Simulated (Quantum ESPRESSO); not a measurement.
## InNi2SbO6: which magnetic order is lowest

A self-consistent run ends on one state, which hangs on the start. Several orders of InNi2SbO6 are started in Quantum ESPRESSO and their energies compared.

Method: LDA; plane waves with GBRV 1.5 LDA potentials, no spin-orbit coupling, in Quantum ESPRESSO 7.5.

**Measured values to reproduce.**

“Field-induced magnetic structures in the chiral polar antiferromagnet Ni2InSbO6” (2023, arxiv:2307.09082) quotes from earlier work for Ni2InSbO6, corundum-related ordered chiral polar structure (bulk crystal): moment (ordered Ni2+ moment in the helical phase) 1.89 μB [Literature value from earlier neutron diffraction; long-wavelength helical order …].

## Step 1: Set-up

Symmetry: R3, No. 146, trigonal system. Conventional cell: a = 5.286 Å, b = 5.286 Å, c = 14.240 Å, α = 90.00°, β = 90.00°, γ = 120.00°. Nearest to In lie 6 O at 2.13 to 2.29 Å. Nearest to Ni lie 6 O at 2.05 to 2.15 Å. Nearest to Ni lie 6 O at 2.08 to 2.16 Å. Nearest to Sb lie 6 O at 2.00 to 2.06 Å. O has 1 Sb at 2.00 Å and 2 Ni at 2.08 to 2.15 Å and 1 In at 2.29 Å nearest. O has 2 Ni at 2.05 to 2.16 Å and 1 Sb at 2.06 Å and 1 In at 2.13 Å nearest. Farther neighbours and most contacts between anions are not listed.

The cell comes from Materials Project 2023-11-01, a database of computed structures, and need not be the stable phase.

## Step 2: Start 1: ferro ++

The signs are those of the starting moments on the seeded atoms, the atoms that are given a moment.

Contents of pw.in:

```
&CONTROL
  calculation = 'scf'
  prefix = 'pwscf'
  outdir = './tmp'
  pseudo_dir = './pseudo'
  disk_io = 'nowf'
/
&SYSTEM
  ibrav = 0
  nat = 10
  ntyp = 4
  ecutwfc = 40
  ecutrho = 280
  nbnd = 66
  occupations = 'smearing'
  smearing = 'fd'
  degauss = 0.00367493
  nspin = 2
  starting_magnetization(1) = 0
  starting_magnetization(2) = 0.1111
  starting_magnetization(3) = 0
  starting_magnetization(4) = 0
/
&ELECTRONS
  conv_thr = 2d-08
  electron_maxstep = 150
  mixing_beta = 0.3
/
ATOMIC_SPECIES
In    114.8180 in_lda_v1.4.uspp.F.UPF
Ni     58.6934 ni_lda_v1.4.uspp.F.UPF
Sb    121.7600 sb_lda_v1.4.uspp.F.UPF
O      15.9990 o_lda_v1.2.uspp.F.UPF
CELL_PARAMETERS angstrom
   2.6431540372    1.5260256949    4.7466677741
  -2.6431540372    1.5260256949    4.7466677741
   0.0000000000   -3.0520513898    4.7466677741
ATOMIC_POSITIONS crystal
In      0.2056830000    0.2056830000    0.2056830000
Ni      0.9983680000    0.9983680000    0.9983680000
Ni      0.4931743300    0.4931743300    0.4931743300
Sb      0.6959510000    0.6959510000    0.6959510000
O       0.7864580000    0.0838620000    0.4128670000
O       0.0838620000    0.4128670000    0.7864580000
O       0.4128670000    0.7864580000    0.0838620000
O       0.3021400000    0.8828500000    0.6150450000
O       0.8828500000    0.6150450000    0.3021400000
O       0.6150450000    0.3021400000    0.8828500000
K_POINTS automatic
6 6 6 0 0 0
```

Run with:

```
> OMP_NUM_THREADS=1 mpirun -n 4 pw.x -nk 4 -in pw.in > pw.out
```

Output:

```text
Program PWSCF v.7.5 starts

     Message from routine setup:
     using ibrav=0 with symmetry is DISCOURAGED, use correct ibrav instead

     K-points division:     npool     =       4
     Subspace diagonalization in iterative solution of the eigenvalue problem:

     G-vector sticks info
     --------------------
     sticks:   dense  smooth     PW     G-vecs:    dense   smooth      PW
     Sum        2109    1197    359                61349    26491    4387

     Using Slab Decomposition

     bravais-lattice index     =            0
     lattice parameter (alat)  =      10.6641  a.u.
     unit-cell volume          =     775.2129 (a.u.)^3
     number of atoms/cell      =           10
     number of atomic types    =            4
     number of electrons       =       100.00
     number of Kohn-Sham states=           66
     kinetic-energy cutoff     =      40.0000  Ry
     charge density cutoff     =     280.0000  Ry
     scf convergence threshold =      2.0E-08
     mixing beta               =       0.3000
     number of iterations used =            8  plain     mixing
     Exchange-correlation= SLA  PZ   NOGX NOGC
                           (   1   1   0   0   0   0   0)

     celldm(1)=  10.664130  celldm(2)=   0.000000  celldm(3)=   0.000000
     celldm(4)=   0.000000  celldm(5)=   0.000000  celldm(6)=   0.000000

     crystal axes: (cart. coord. in units of alat)
               a(1) = (   0.468377   0.270418   0.841128 )
               a(2) = (  -0.468377   0.270418   0.841128 )
               a(3) = (   0.000000  -0.540836   0.841128 )

     reciprocal axes: (cart. coord. in units 2 pi/alat)
               b(1) = (  1.067515  0.616330  0.396293 )
               b(2) = ( -1.067515  0.616330  0.396293 )
               b(3) = (  0.000000 -1.232660  0.396293 )

     PseudoPot. # 1 for In read from file:
     in_lda_v1.4.uspp.F.UPF
     Pseudo is Ultrasoft + core correction, Zval = 13.0
     Generated by new atomic code, or converted to UPF format
     Using radial grid of  889 points,  6 beta functions with:
                l(1) =   0
                l(2) =   0
                l(3) =   1
                l(4) =   1
                l(5) =   2
                l(6) =   2
     Q(r) pseudized with  6 coefficients,  rinner =    1.400   1.400   1.400
                                                       1.400   1.400

     PseudoPot. # 2 for Ni read from file:
     ni_lda_v1.4.uspp.F.UPF
     Pseudo is Ultrasoft + core correction, Zval = 18.0
     Generated by new atomic code, or converted to UPF format
     Using radial grid of  865 points,  6 beta functions with:
                l(1) =   0
                l(2) =   0
                l(3) =   1
                l(4) =   1
                l(5) =   2
                l(6) =   2
     Q(r) pseudized with 10 coefficients,  rinner =    0.980   0.980   0.980
                                                       0.980   0.980

     PseudoPot. # 3 for Sb read from file:
     sb_lda_v1.4.uspp.F.UPF
     Pseudo is Ultrasoft + core correction, Zval = 15.0
     Generated by new atomic code, or converted to UPF format
     Using radial grid of  891 points,  6 beta functions with:
                l(1) =   0
                l(2) =   0
                l(3) =   1
                l(4) =   1
                l(5) =   2
                l(6) =   2
     Q(r) pseudized with  8 coefficients,  rinner =    1.350   1.350   1.350
                                                       1.350   1.350

     PseudoPot. # 4 for O  read from file:
     o_lda_v1.2.uspp.F.UPF
     Pseudo is Ultrasoft + core correction, Zval =  6.0
     Generated by new atomic code, or converted to UPF format
     Using radial grid of  737 points,  5 beta functions with:
                l(1) =   0
                l(2) =   0
                l(3) =   1
                l(4) =   1
                l(5) =   2
     Q(r) pseudized with  8 coefficients,  rinner =    0.900   0.900   0.900
                                                       0.900   0.900

     atomic species   valence    mass     pseudopotential
     In               13.00   114.81800     In( 1.00)
     Ni               18.00    58.69340     Ni( 1.00)
     Sb               15.00   121.76000     Sb( 1.00)
     O                 6.00    15.99900     O ( 1.00)

     Starting magnetic structure
     atomic species   magnetization
     In              0.000
     Ni              0.111
     Sb              0.000
     O               0.000

      3 Sym. Ops. (no inversion) found

   Cartesian axes

     site n.     atom                  positions (alat units)
         1        In     tau(   1) = (  -0.0000000   0.0000000   0.5190174  )
         2        Ni     tau(   2) = (  -0.0000000  -0.0000000   2.5192668  )
         3        Ni     tau(   3) = (   0.0000000   0.0000000   1.2444687  )
         4        Sb     tau(   4) = (  -0.0000000   0.0000000   1.7561523  )
         5        O      tau(   5) = (   0.3290801   0.0120568   1.0793249  )
         6        O      tau(   6) = (  -0.1540985  -0.2910201   1.0793249  )
         7        O      tau(   7) = (  -0.1749816   0.2789633   1.0793249  )
         8        O      tau(   8) = (  -0.2719914  -0.0121958   1.5140604  )
         9        O      tau(   9) = (   0.1254338   0.2416494   1.5140604  )
        10        O      tau(  10) = (   0.1465576  -0.2294536   1.5140604  )

     number of k points=    40  Fermi-Dirac smearing, width (Ry)=  0.0037
                       cart. coord. in units 2pi/alat
        k(    1) = (   0.0000000   0.0000000   0.0000000), wk =   0.0046296
        k(    2) = (   0.0000000  -0.2054434   0.0660488), wk =   0.0277778
        k(    3) = (   0.0000000  -0.4108868   0.1320977), wk =   0.0277778
        k(    4) = (   0.0000000   0.6163302  -0.1981465), wk =   0.0138889
        k(    5) = (  -0.1779192  -0.1027217   0.1320977), wk =   0.0277778
        [... 35 further k-points ...]

     Dense  grid:    61349 G-vectors     FFT dimensions: (  60,  60,  60)

     Smooth grid:    26491 G-vectors     FFT dimensions: (  45,  45,  45)

     Check: negative core charge=   -0.000007
     Generating pointlists ...
     new r_m :   0.1555 (alat units)  1.6584 (a.u.) for type    1
     new r_m :   0.1500 (alat units)  1.5992 (a.u.) for type    2
     new r_m :   0.1465 (alat units)  1.5627 (a.u.) for type    3
     new r_m :   0.1465 (alat units)  1.5627 (a.u.) for type    4

     Initial potential from superposition of free atoms

     starting charge      93.5000, renormalised to     100.0000
     Starting wfcs are   68 randomized atomic wfcs

     Self-consistent Calculation

     iteration #  1     ecut=    40.00 Ry     beta= 0.30
     Davidson diagonalization with overlap
     ethr =  1.00E-02,  avg # of iterations =  4.2

     total energy              =   -1165.16314841 Ry
     estimated scf accuracy    <      88.16673739 Ry

     total magnetization       =     1.78 Bohr mag/cell
     absolute magnetization    =     1.86 Bohr mag/cell

     iteration #  2     ecut=    40.00 Ry     beta= 0.30
     Davidson diagonalization with overlap
     ethr =  1.00E-02,  avg # of iterations =  3.0

     total energy              =   -1197.90346133 Ry
     estimated scf accuracy    <      50.85341860 Ry

     total magnetization       =     0.07 Bohr mag/cell
     absolute magnetization    =     0.25 Bohr mag/cell

     iteration #  3     ecut=    40.00 Ry     beta= 0.30
     Davidson diagonalization with overlap
     ethr =  1.00E-02,  avg # of iterations =  2.0

     total energy              =   -1195.89237870 Ry
     estimated scf accuracy    <      14.02982835 Ry

     total magnetization       =     0.30 Bohr mag/cell
     absolute magnetization    =     0.39 Bohr mag/cell

     [... further iterations left out ...]

     iteration # 17     ecut=    40.00 Ry     beta= 0.30
     Davidson diagonalization with overlap
     ethr =  2.44E-08,  avg # of iterations =  2.0

     total energy              =   -1197.71825768 Ry
     estimated scf accuracy    <       0.00001667 Ry

     total magnetization       =     3.99 Bohr mag/cell
     absolute magnetization    =     4.09 Bohr mag/cell

     iteration # 18     ecut=    40.00 Ry     beta= 0.30
     Davidson diagonalization with overlap
     ethr =  1.67E-08,  avg # of iterations =  1.0

     total energy              =   -1197.71825929 Ry
     estimated scf accuracy    <       0.00000032 Ry

     total magnetization       =     3.99 Bohr mag/cell
     absolute magnetization    =     4.09 Bohr mag/cell

     iteration # 19     ecut=    40.00 Ry     beta= 0.30
     Davidson diagonalization with overlap
     ethr =  3.20E-10,  avg # of iterations =  2.0

     total energy              =   -1197.71825941 Ry
     estimated scf accuracy    <       0.00000013 Ry

     total magnetization       =     3.99 Bohr mag/cell
     absolute magnetization    =     4.09 Bohr mag/cell

     iteration # 20     ecut=    40.00 Ry     beta= 0.30
     Davidson diagonalization with overlap
     ethr =  1.27E-10,  avg # of iterations =  1.4

     Magnetic moment per site  (integrated on atomic sphere of radius R)
     atom   1 (R=0.156)  charge=  9.2989  magn= -0.0000
     atom   2 (R=0.150)  charge= 15.5588  magn=  1.5332
     atom   3 (R=0.150)  charge= 15.5585  magn=  1.5010
     atom   4 (R=0.147)  charge= 10.1040  magn= -0.0022
     atom   5 (R=0.147)  charge=  5.4432  magn=  0.1375
     atom   6 (R=0.147)  charge=  5.4432  magn=  0.1375
     atom   7 (R=0.147)  charge=  5.4432  magn=  0.1375
     atom   8 (R=0.147)  charge=  5.4616  magn=  0.1464
     atom   9 (R=0.147)  charge=  5.4616  magn=  0.1464
     atom  10 (R=0.147)  charge=  5.4616  magn=  0.1464

     End of self-consistent calculation

     [... lines left out ...]
     the Fermi energy is    10.7359 ev

!    total energy              =   -1197.71825943 Ry
     estimated scf accuracy    <          7.4E-09 Ry
     smearing contrib. (-TS)   =      -0.00023705 Ry
     internal energy E=F+TS    =   -1197.71802238 Ry

     The total energy is F=E-TS. E is the sum of the following terms:
     one-electron contribution =    -674.08445435 Ry
     hartree contribution      =     399.87179873 Ry
     xc contribution           =    -193.91367801 Ry
     ewald contribution        =    -729.59168876 Ry

     total magnetization       =     3.99 Bohr mag/cell
     absolute magnetization    =     4.09 Bohr mag/cell

     convergence has been achieved in  20 iterations

=------------------------------------------------------------------------------=
   JOB DONE.
=------------------------------------------------------------------------------=
```

The job ended after 3.1 min (4 MPI ranks of Arm Neoverse V2, shared host; peak memory 0.95 GiB).

Spin moment in the atom's sphere by atom:

| atom | spin moment in the atom's sphere (μB) |
| --- | --- |
| In1 | 0.00 |
| Ni2 | 1.53 |
| Ni3 | 1.50 |
| Sb4 | 0.00 |
| O5 | 0.14 |
| O6 | 0.14 |
| O7 | 0.14 |
| O8 | 0.15 |
| O9 | 0.15 |
| O10 | 0.15 |

Read from the output:

```yaml
smearing_term_ts: 0.003225 eV
magnetization: 3.988 μB
absolute_magnetization: 4.095 μB
final_state: ferromagnetic
```

(Continued in part 2 of 3.)

[Logs and program files are shortened in this print: banners, set-up blocks, solver, clock and traceback lines can be left out without a mark of their own.]

[Logs are printed without paths, hosts, clocks, repeated set-up lines and the standing remarks that a program may print on its own settings, such as how far it seeks lower states.]

[Hosts, paths, dates, database ids (printed as entryN), source tags and the programs' standing remarks are cut or masked in the printed files.]

[Where a cell is said to come from a database of computed structures, the database is the Materials Project.]
